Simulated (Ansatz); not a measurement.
## Decaying states in the gap of MgH2S2

Wanted: the relaxed cell of MgH2S2, its band edges and its decay constants. It is built by putting Mg for Cd, S for O in the CdH2O2 structure of space group P1, with the volume rescaled by atomic radii. The parent structure comes from the Materials Project.

Main program and level: Ansatz 0.2.0; r2SCAN DFT, plane waves, PAW files, in the first sound run; inputs show where later runs differ.

The structure was built from a prototype and need not be the compound's stable phase.

## (1) The starting structure

The cell holds 10 atoms: 2 Mg, 4 H and 4 S. Its edges and angles: a = 3.844 Å, b = 6.384 Å, c = 6.776 Å, α = 117.5°, β = 105.8°, γ = 91.2°. It derives from CdH2O2. Mg for Cd, S for O in the CdH2O2 structure of space group P1.

Structure file:

```cif
data_structure
_symmetry_space_group_name_H-M 'P1'
_symmetry_Int_Tables_number 1
_cell_length_a 3.8441
_cell_length_b 6.3840
_cell_length_c 6.7764
_cell_angle_alpha 117.454
_cell_angle_beta 105.765
_cell_angle_gamma 91.213
_cell_volume 139.91
loop_
_atom_site_label
_atom_site_type_symbol
_atom_site_symmetry_multiplicity
_atom_site_Wyckoff_symbol
_atom_site_fract_x
_atom_site_fract_y
_atom_site_fract_z
_atom_site_occupancy
Mg1 Mg 1 a 0.17153 0.15317 0.31449 1
Mg2 Mg 1 a 0.86395 0.84254 0.69890 1
H1 H 1 a 0.52710 0.72146 0.01288 1
H2 H 1 a 0.35882 0.32026 0.00175 1
H3 H 1 a 0.88325 0.37538 0.72972 1
H4 H 1 a 0.16204 0.65267 0.28256 1
S1 S 1 a 0.52859 0.88884 0.00802 1
S2 S 1 a 0.07731 0.31118 0.00395 1
S3 S 1 a 0.80081 0.39603 0.57127 1
S4 S 1 a 0.23740 0.83034 0.44071 1
```

## (2) Relaxing the new crystal

The substituted atoms don't fit the parent's cell, so cell and atoms relax together. A small smearing keeps the run stable in case the gap closes on the way.

input.yaml reads:

```yaml
crystal:
  lattice:
    - [3.8441443545, 0.0, 0.0]
    - [-0.1351120753, 6.3825311867, 0.0]
    - [-1.8411023376, -3.1638703071, 5.702565783]
  atoms:
    - { symbol: Mg, position: [0.1715318, 0.15317279, 0.31448616] }
    - { symbol: Mg, position: [0.86394922, 0.84254108, 0.69889994] }
    - { symbol: H, position: [0.52710469, 0.72146226, 0.01288351] }
    - { symbol: H, position: [0.35882396, 0.32026176, 0.00175026] }
    - { symbol: H, position: [0.88324759, 0.37538458, 0.72971879] }
    - { symbol: H, position: [0.16204356, 0.65266803, 0.28255553] }
    - { symbol: S, position: [0.5285863, 0.88884114, 0.00802117] }
    - { symbol: S, position: [0.07731351, 0.31117879, 0.00394816] }
    - { symbol: S, position: [0.80081432, 0.39603256, 0.57127453] }
    - { symbol: S, position: [0.23739505, 0.83033701, 0.44070695] }
kpoints:
  mp_grid: { grid: [6, 4, 4] }
scf:
  occupations: { method: gaussian, width: 0.03 }
hamiltonian:
  xc: r2scan
output:
  forces: true
  stress: true
relax:
  f_tol: 0.02
  max_steps: 60
  cell: {}
```

Run with:

```bash
$ ansatz run input.yaml --threads 2 --pin off --max-ram 4096MiB --backend cpu --events-out ev --progress --plain --runs-dir out
```

Numbers of over 12 decimals in the logs are rounded to 6 here.

What it wrote:

```text
Engine: ansatz 0.2.0, aarch64-unknown-linux-gnu
Pseudopotentials: kind: paw
Pseudopotential: Mg, paw, valence charge 10, recommended cutoff 500 eV (meta_gga), Mg.paw.azcp
Pseudopotential: H, paw, valence charge 1, recommended cutoff 500 eV (meta_gga), H.paw.azcp
Pseudopotential: S, paw, valence charge 6, recommended cutoff 500 eV (meta_gga), S.paw.azcp
Functional definition: r2SCAN
  parameter k0 = 0.174
  parameter k1 = 0.065
  parameter a1 = 4.9479
  exchange = r2scan_x(k0 = k0, k1 = k1, a1 = a1)
  correlation = r2scan_c
Crystal: 10 atoms, lattice volume = 139.915 Å³
Basis set: ecut = 500 eV, 3533 PW (Γ), exchange–correlation on 120×192×200 points (64 copies of the dense FFT grid, shifted against one another)
Bands: 34, of which v1, the nominal top of the filled ones, is band 24 counted from 1 (23 counted from 0)
Symmetry: 1 space group operations
Space group: P1 (ITA 1), of the structure as read, at distance tolerance 5.2e-5 Å
k-points: 52 of 96 (time reversal used)
Non-local potential: Mg, projectors of the file, l = 0: 3, l = 1: 2, l = 2: 1
Non-local potential: H, projectors of the file, l = 0: 2, l = 1: 1
Non-local potential: S, projectors of the file, l = 0: 2, l = 1: 2, l = 2: 2
PAW form: soft (Blöchl's): semilocal exchange-correlation on the pseudo side does not see the compensation charge
PAW frozen core: Mg, regenerated for the run's functional (the file was generated under x = pbe(κ = 0.804, μ = 0.219515), c = pbe(β = 0.066725))
PAW frozen core: S, regenerated for the run's functional (the file was generated under x = pbe(κ = 0.804, μ = 0.219515), c = pbe(β = 0.066725))
PAW one-centre angular grid: Mg, 302 points (default); XC on 224 Gauss nodes
PAW one-centre angular grid: H, 302 points (default); XC on 160 Gauss nodes
PAW one-centre angular grid: S, 302 points (default); XC on 160 Gauss nodes
Initial density: superposition of atomic densities (neutral atoms: chi_scale 0, normalization atom), corrected by the library's trained network
Initial wavefunctions: pseudopotential atomic-orbital guess
Functional: x = r2scan, c = r2scan; τ floored in thin density (d = 2e-4 eV/Å³)
SCF iter   1: F=—  HF=-7541.716578 eV  |F-HF|=—  |Δ(HF+E_count)|=         —  Δρ=6.50e-3  dr2=3.57e-2  dr2_τ=2.84e-1  ethr=1.77e-3  ⟨swp⟩=7.2  Hψ=9181  notcnv=0  defer=17
preconditioner: auto → Resta (q_TF=auto, 2.283 Å⁻¹)  ε∞=2.9  [insulator: Δε(μ)=4.587 eV  Ē_g=12.783 eV  σ=0.030 eV  W_gap=1.00  n_scr=34 (ndim 8)  ℏωp=17.8 eV  f_vac=0.015  D(μ)=0.00/eV (n_scr^D=0)  ε∞_Penn≈2.9]
SCF iter   2: F=—  HF=-7541.568881 eV  |F-HF|=—  |Δ(HF+E_count)|=   1.48e-1  Δρ=3.44e-3  dr2=1.07e-2  dr2_τ=3.56e-4  ethr=7.44e-5  ⟨swp⟩=3.0  Hψ=3999  notcnv=0  defer=190
SCF iter   3: F=—  HF=-7541.566145 eV  |F-HF|=—  |Δ(HF+E_count)|=   2.74e-3  Δρ=7.91e-4  dr2=8.13e-4  dr2_τ=3.82e-5  ethr=2.24e-5  ⟨swp⟩=2.0  Hψ=2518  notcnv=0  defer=138
automatic band count: iteration 3 solves 33 bands in place of 34: the levels show a gap, and the empty bands left out lie too high to hold charge; the band table lists the bands solved (type scf.n_extra_bands for more)
SCF iter   4: F=—  HF=-7541.566249 eV  |F-HF|=—  |Δ(HF+E_count)|=   1.04e-4  Δρ=1.44e-4  dr2=2.84e-5  dr2_τ=3.00e-6  ethr=1.69e-6  ⟨swp⟩=2.4  Hψ=2632  notcnv=0  defer=138
SCF iter   5: F=—  HF=-7541.566277 eV  |F-HF|=—  |Δ(HF+E_count)|=   2.86e-5  Δρ=3.31e-5  dr2=1.63e-6  dr2_τ=1.01e-7  ethr=5.91e-8  ⟨swp⟩=2.2  Hψ=2711  notcnv=0  defer=138
SCF iter   6: F=-7541.566278 eV  HF=-7541.566278 eV  |F-HF|=3.43e-8  |Δ(HF+E_count)|=   1.00e-6  Δρ=7.29e-6  dr2=6.75e-8  dr2_τ=5.72e-9  ethr=2.08e-10  ⟨swp⟩=4.0  Hψ=7362  notcnv=0
SCF 1 converged in 6 iterations: F = -7541.566278 eV  dr2 = 6.75e-8
  greatest PAW one-centre occupation: 1.000 electrons in one spin orbital (limit 2), on the Mg atom at site 0 (counted from 0), in its partial waves of l = 0
relax step   1: F+E_penalty+E_count = -7541.56627822 eV  Δ(F+E_penalty+E_count) = +0.000e0 eV  max|allowed force component| = 1.365e1 eV/Å  Δτ_max = 0.0000 Å  P = +25.173 GPa  Ω = 139.915 Å³  (6 SCF iters, dr2 threshold 1.00e-7 eV, accepted)
Crystal: 10 atoms, lattice volume = 148.975 Å³
Basis set: ecut = 500 eV, 3753 PW (Γ), exchange–correlation on 120×192×200 points (64 copies of the dense FFT grid, shifted against one another)
Initial density: handed on by an earlier stage of this run
Initial wavefunctions: those handed on with the density
iter 1 solved again at ethr=1.48e-3 eV; its pass at ethr=3.10e-3 eV (dr2=7.08e-1 eV) is discarded
SCF iter   1: F=—  HF=-7546.261172 eV  |F-HF|=—  |Δ(HF+E_count)|=         —  Δρ=2.68e-2  dr2=7.12e-1  dr2_τ=5.86e-1  ethr=1.48e-3  ⟨swp⟩=1.0  Hψ=8980  notcnv=0
automatic band count: iteration 1 solves 28 bands in place of 34: the levels show a gap, and the empty bands left out lie too high to hold charge; the band table lists the bands solved (type scf.n_extra_bands for more)
preconditioner: auto → Resta (q_TF=auto, 2.259 Å⁻¹)  ε∞=3.5  [insulator: Δε(μ)=4.386 eV  Ē_g=10.994 eV  σ=0.030 eV  W_gap=1.00  n_scr=34 (ndim 8)  ℏωp=17.2 eV  f_vac=0.041  D(μ)=0.00/eV (n_scr^D=0)  ε∞_Penn≈3.5]
SCF iter   2: F=—  HF=-7546.495639 eV  |F-HF|=—  |Δ(HF+E_count)|=   2.34e-1  Δρ=1.36e-2  dr2=1.50e-1  dr2_τ=7.37e-3  ethr=1.48e-3  ⟨swp⟩=2.3  Hψ=2271  notcnv=0
SCF iter   3: F=—  HF=-7546.481151 eV  |F-HF|=—  |Δ(HF+E_count)|=   1.45e-2  Δρ=1.83e-3  dr2=3.83e-3  dr2_τ=3.38e-4  ethr=3.12e-4  ⟨swp⟩=2.6  Hψ=2339  notcnv=0
SCF iter   4: F=—  HF=-7546.482540 eV  |F-HF|=—  |Δ(HF+E_count)|=   1.39e-3  Δρ=4.58e-4  dr2=4.17e-4  dr2_τ=1.05e-5  ethr=7.97e-6  ⟨swp⟩=2.0  Hψ=2545  notcnv=0
SCF iter   5: F=—  HF=-7546.482742 eV  |F-HF|=—  |Δ(HF+E_count)|=   2.01e-4  Δρ=8.93e-5  dr2=1.62e-5  dr2_τ=1.38e-6  ethr=8.68e-7  ⟨swp⟩=2.0  Hψ=2175  notcnv=0
SCF iter   6: F=-7546.482751 eV  HF=-7546.482751 eV  |F-HF|=3.97e-7  |Δ(HF+E_count)|=   9.27e-6  Δρ=2.04e-5  dr2=7.25e-7  dr2_τ=6.37e-8  ethr=2.08e-9  ⟨swp⟩=4.0  Hψ=7020  notcnv=0
SCF 2 converged in 6 iterations: F = -7546.482751 eV  dr2 = 7.25e-7
  greatest PAW one-centre occupation: 1.000 electrons in one spin orbital (limit 2), on the Mg atom at site 1 (counted from 0), in its partial waves of l = 0
relax step   2: F+E_penalty+E_count = -7546.48275143 eV  Δ(F+E_penalty+E_count) = -4.916e0 eV  max|allowed force component| = 4.682e0 eV/Å  Δτ_max = 0.1950 Å  P = +8.813 GPa  Ω = 148.975 Å³  energy of the carried Pulay correction = -2.598e-3 eV  (6 SCF iters, dr2 threshold 1.00e-6 eV, accepted)
Crystal: 10 atoms, lattice volume = 153.369 Å³
Basis set: ecut = 500 eV, 3879 PW (Γ), exchange–correlation on 120×192×200 points (64 copies of the dense FFT grid, shifted against one another)
[...]
SCF 3 converged in 6 iterations: F = -7547.400818 eV  dr2 = 3.34e-7
relax step   3: F+E_penalty+E_count = -7547.40081806 eV  Δ(F+E_penalty+E_count) = -9.181e-1 eV  max|allowed force component| = 1.474e0 eV/Å  Δτ_max = 0.1958 Å  P = +2.240 GPa  Ω = 153.369 Å³  energy of the carried Pulay correction = -3.801e-3 eV  (6 SCF iters, dr2 threshold 1.00e-6 eV, accepted)
[... from here on, the SCF cycles and remarks between the steps are left out ...]
relax step   4: F+E_penalty+E_count = -7547.49518314 eV  Δ(F+E_penalty+E_count) = -9.437e-2 eV  max|allowed force component| = 7.731e-1 eV/Å  Δτ_max = 0.2000 Å  P = +1.175 GPa  Ω = 153.377 Å³  energy of the carried Pulay correction = -3.803e-3 eV  (6 SCF iters, dr2 threshold 1.00e-6 eV, accepted)
relax step   5: F+E_penalty+E_count = -7547.54182774 eV  Δ(F+E_penalty+E_count) = -4.664e-2 eV  max|allowed force component| = 6.575e-1 eV/Å  Δτ_max = 0.0678 Å  P = +0.564 GPa  Ω = 153.114 Å³  energy of the carried Pulay correction = -3.732e-3 eV  (5 SCF iters, dr2 threshold 1.00e-6 eV, accepted)
relax step   6: F+E_penalty+E_count = -7547.58576010 eV  Δ(F+E_penalty+E_count) = -4.393e-2 eV  max|allowed force component| = 1.399e-1 eV/Å  Δτ_max = 0.2000 Å  P = -1.030 GPa  Ω = 157.793 Å³  energy of the carried Pulay correction = -4.976e-3 eV  (6 SCF iters, dr2 threshold 1.00e-6 eV, accepted)
relax step   7: F+E_penalty+E_count = -7547.61843638 eV  Δ(F+E_penalty+E_count) = -3.268e-2 eV  max|allowed force component| = 6.949e-2 eV/Å  Δτ_max = 0.1037 Å  P = +0.162 GPa  Ω = 153.224 Å³  energy of the carried Pulay correction = -3.762e-3 eV  (6 SCF iters, dr2 threshold 1.00e-6 eV, accepted)
relax step   8: F+E_penalty+E_count = -7547.62243488 eV  Δ(F+E_penalty+E_count) = -3.998e-3 eV  max|allowed force component| = 7.670e-2 eV/Å  Δτ_max = 0.0374 Å  P = +0.045 GPa  Ω = 153.296 Å³  energy of the carried Pulay correction = -3.781e-3 eV  (5 SCF iters, dr2 threshold 3.66e-7 eV, accepted)
relax step   9: F+E_penalty+E_count = -7547.62316315 eV  Δ(F+E_penalty+E_count) = -7.283e-4 eV  max|allowed force component| = 2.062e-2 eV/Å  Δτ_max = 0.0147 Å  P = +0.049 GPa  Ω = 153.404 Å³  energy of the carried Pulay correction = -3.810e-3 eV  (5 SCF iters, dr2 threshold 3.68e-7 eV, accepted)
relax step  10: F+E_penalty+E_count = -7547.62360977 eV  Δ(F+E_penalty+E_count) = -4.466e-4 eV  max|allowed force component| = 4.236e-3 eV/Å  Δτ_max = 0.0190 Å  P = +0.014 GPa  Ω = 153.459 Å³  energy of the carried Pulay correction = -3.825e-3 eV  (5 SCF iters, dr2 threshold 3.36e-8 eV, accepted)
Basis set: ecut = 500 eV, 3865 PW (Γ), exchange–correlation on 120×200×216 points (64 copies of the dense FFT grid, shifted against one another)
Initial wavefunctions: pseudopotential atomic-orbital guess (no wavefunctions were taken with the density)
iter 1 solved again at ethr=3.20e-7 eV; its pass at ethr=3.10e-3 eV (dr2=1.54e-4 eV) is discarded
SCF iter   1: F=—  HF=-7547.626575 eV  |F-HF|=—  |Δ(HF+E_count)|=         —  Δρ=1.62e-4  dr2=2.19e-6  dr2_τ=7.11e-6  ethr=3.20e-7  ⟨swp⟩=3.0  Hψ=13607  notcnv=0
preconditioner: auto → Resta (q_TF=auto, 2.248 Å⁻¹)  ε∞=3.0  [insulator: Δε(μ)=4.009 eV  Ē_g=11.927 eV  σ=0.030 eV  W_gap=1.00  n_scr=34 (ndim 8)  ℏωp=17.0 eV  f_vac=0.018  D(μ)=0.00/eV (n_scr^D=0)  ε∞_Penn≈3.0]
SCF iter   2: F=—  HF=-7547.626834 eV  |F-HF|=—  |Δ(HF+E_count)|=   2.59e-4  Δρ=8.37e-5  dr2=6.08e-7  dr2_τ=3.24e-6  ethr=4.57e-9  ⟨swp⟩=2.0  Hψ=2760  notcnv=0
SCF iter   3: F=—  HF=-7547.626876 eV  |F-HF|=—  |Δ(HF+E_count)|=   4.29e-5  Δρ=3.28e-6  dr2=8.77e-9  dr2_τ=3.92e-9  ethr=1.27e-9  ⟨swp⟩=2.0  Hψ=2601  notcnv=0
SCF iter   4: F=—  HF=-7547.626876 eV  |F-HF|=—  |Δ(HF+E_count)|=   2.47e-8  Δρ=1.07e-6  dr2=1.03e-9  dr2_τ=2.99e-10  ethr=1.83e-11  ⟨swp⟩=2.0  Hψ=2701  notcnv=0
SCF iter   5: F=-7547.626876 eV  HF=-7547.626876 eV  |F-HF|=4.64e-11  |Δ(HF+E_count)|=   4.91e-9  Δρ=1.87e-7  dr2=5.78e-11  dr2_τ=6.23e-12  ethr=1.00e-12  ⟨swp⟩=3.2  Hψ=7142  notcnv=0
SCF 11 converged in 5 iterations: F = -7547.626876 eV  dr2 = 5.78e-11
relax step  11: F+E_penalty+E_count = -7547.62687639 eV  Δ(F+E_penalty+E_count) = -3.267e-3 eV  max|allowed force component| = 4.956e-3 eV/Å  Δτ_max = 0.0000 Å  P = +0.008 GPa  Ω = 153.459 Å³  stress off target by 2.82e-2 GPa  SCF on the basis re-selected at this cell (its energy is not comparable with the rows above)  (5 SCF iters)
basis re-selected at this cell: Δ(F+E_penalty+E_count) = -3.267e-3 eV, ΔP = -0.006 GPa vs the last step (what re-selecting the basis moved, of the pressure what is left beyond the Pulay correction that the steps carried, after the strain that the cell walked since its last selection, with what the two solves' SCF thresholds leave and, on support functions, any second-order correction that the steps lacked; it is no measure of the basis error at this ecutwfc). The dense FFT grid was sized anew with the basis: this SCF ran on 30×50×54 points, the steps before it on 30×48×50, so part of this shift can come from that change (see relax.cell in the input reference). [rest of the remark cut]
SCF converged after 5 iterations
Free energy (F): -7547.626876 eV
Harris-Foulkes:  -7547.626876 eV  (|F-HF|=4.64e-11)
Internal energy: -7547.626876 eV  (E = F + TS)
E sigma→0 (E₀):  -7547.626876 eV
Fermi energy:    4.777744 eV
--- Per-component energies (eV) ---
  E_band       = -843.266740
  E_kinetic    = 634.343533
  E_local      = -4344.628971  (includes V_loc(G=0)·N_el)
  E_nonlocal   = 310.467094
  E_hartree    = 1576.201673
  E_xc         = -458.993241
  E_vxc        = -510.388288  (∫ρ·V_xc dr)
  E_paw        = -3033.677441  (= ΣΔE_a)
  E_vpaw       = -111.632972  (= ΣTr[D̂ρ^β])
  E_aug_tail   = -0.001707  (compensation charges beyond the density's cutoff)
  E_vtau       = 26.171279  (kinetic-family band-sum trace: ∫τ·v_τ [+ j·A + Jᵃ·Aᵃ] dr)
  E_ewald      = -2230.846333
  E_core_change = -0.491483  (= ΣΔE_core)
  E_smearing   = -0.000000  (= −TS)
  E_closure    = -0.000000  (closes the sum)
  Σ components = -7547.626876   (vs F -7547.626876, Δ=0.00e0)
--- Forces (eV/Å), atoms counted from 1 ---
  atom   1  Mg     0.00164845     0.00186033     0.00207483
  atom   2  Mg     0.00146965     0.00214264    -0.00209002
  atom   3  H     -0.00339827     0.00262971     0.00004281
  atom   4  H      0.00042235    -0.00066903    -0.00003067
  atom   5  H     -0.00111007    -0.00012540    -0.00006942
  atom   6  H     -0.00108962    -0.00003467    -0.00002045
  atom   7  S     -0.00303931    -0.00495355    -0.00007367
  atom   8  S     -0.00103475     0.00136183     0.00013897
  atom   9  S      0.00306994    -0.00104289    -0.00135827
  atom  10  S      0.00306342    -0.00114408     0.00141644
  max |Σ_I F_I| component: 3.06e-5 eV/Å
--- Stress (GPa, compression-positive) ---
       -0.013782       0.023819       0.000180
        0.023819       0.014668      -0.000709
        0.000180      -0.000709       0.021675
  P = ⅓ Tr σ = 0.0075 GPa (0.075 kbar)
--- Relaxed structure (10 steps of the walk, 10 accepted, 1 SCFs on fresh bases) ---
  F+E_penalty+E_count = -7547.62687639 eV   max|allowed force component| = 4.956e-3 eV/Å   (the final SCF, on the basis selected at the relaxed cell)
  cell:  # Å, volume = 153.4589 Å³
    - [3.824264, 0.051692, -0.0045773]
    - [-0.048587, 6.604395, -0.015488]
    - [-1.880915, -3.313490, 6.085296]
  atoms:
    - { symbol: Mg, position: [0.170098, 0.137223, 0.290951] }
    - { symbol: Mg, position: [0.885611, 0.852679, 0.721898] }
    - { symbol: H, position: [0.566713, 0.657035, 0.00643097] }
    - { symbol: H, position: [0.354577, 0.338540, 0.00643674] }
    - { symbol: H, position: [0.858456, 0.367530, 0.689078] }
    - { symbol: H, position: [0.175799, 0.684881, 0.323773] }
    - { symbol: S, position: [0.532787, 0.859698, 0.00642675] }
    - { symbol: S, position: [0.015330, 0.285796, 0.00640725] }
    - { symbol: S, position: [0.780234, 0.408772, 0.515465] }
    - { symbol: S, position: [0.271206, 0.899727, 0.497378] }
```

Run time: 2.6 min. Hardware: 2 threads of Arm Neoverse V2, shared host; peak memory 0.78 GiB.

Relaxation path:

```
step  energy less that of the first step (eV)  largest force component (eV/Å)  pressure (GPa)  volume (Å³)
   1                                   0.0000                         13.6541           25.17       139.91
   2                                  -4.9165                          4.6823            8.81       148.98
   3                                  -5.8345                          1.4743            2.24       153.37
   4                                  -5.9289                          0.7731            1.18       153.38
   5                                  -5.9756                          0.6575            0.56       153.11
   6                                  -6.0195                          0.1399           -1.03       157.79
   7                                  -6.0522                          0.0695            0.16       153.22
   8                                  -6.0562                          0.0767            0.04       153.30
   9                                  -6.0569                          0.0206            0.05       153.40
  10                                  -6.0573                          0.0042            0.01       153.46
 11*                                  -6.0606                          0.0050            0.01       153.46
```

Relaxation steps marked * repeat the geometry before them on a plane-wave basis chosen anew for their cell, so energy and pressure can jump there.

| cell as run | before | after | change |
| --- | --- | --- | --- |
| a (Å) | 3.844 | 3.825 | -0.5 % |
| b (Å) | 6.384 | 6.605 | +3.5 % |
| c (Å) | 6.776 | 7.180 | +6.0 % |
| α (°) | 117.45 | 117.49 | +0.0 % |
| β (°) | 105.77 | 105.62 | -0.1 % |
| γ (°) | 91.21 | 89.65 | -1.7 % |
| volume (Å³/atom) | 13.99 | 15.35 | +9.7 % |

The atoms that moved most (Å, as changes of fractional coordinates times the final cell):

```csv
atom,dx,dy,dz,length
S10,0.019,0.272,0.344,0.439
H3,0.167,-0.402,-0.038,0.437
S9,0.026,0.268,-0.340,0.433
S8,-0.240,-0.179,0.016,0.300
H6,-0.026,0.077,0.250,0.263
H5,-0.018,0.082,-0.247,0.261
S7,0.020,-0.187,-0.009,0.188
Mg1,0.040,-0.027,-0.143,0.151
```

This step gave:

* free energy: -7547.6269 eV
* Fermi energy: 4.778 eV
* pressure: 0.007520 GPa

The largest force component on a free atom ends at 0.0050 eV/Å.

(Part 1 of 3 ends here.)

[Logs are printed without paths, hosts, clocks, repeated set-up lines and the standing remarks that a program may print on its own settings, such as how far it seeks lower states.]

[Hosts, paths, dates, database ids (printed as entryN), source tags and the programs' standing remarks are cut or masked in the printed files.]
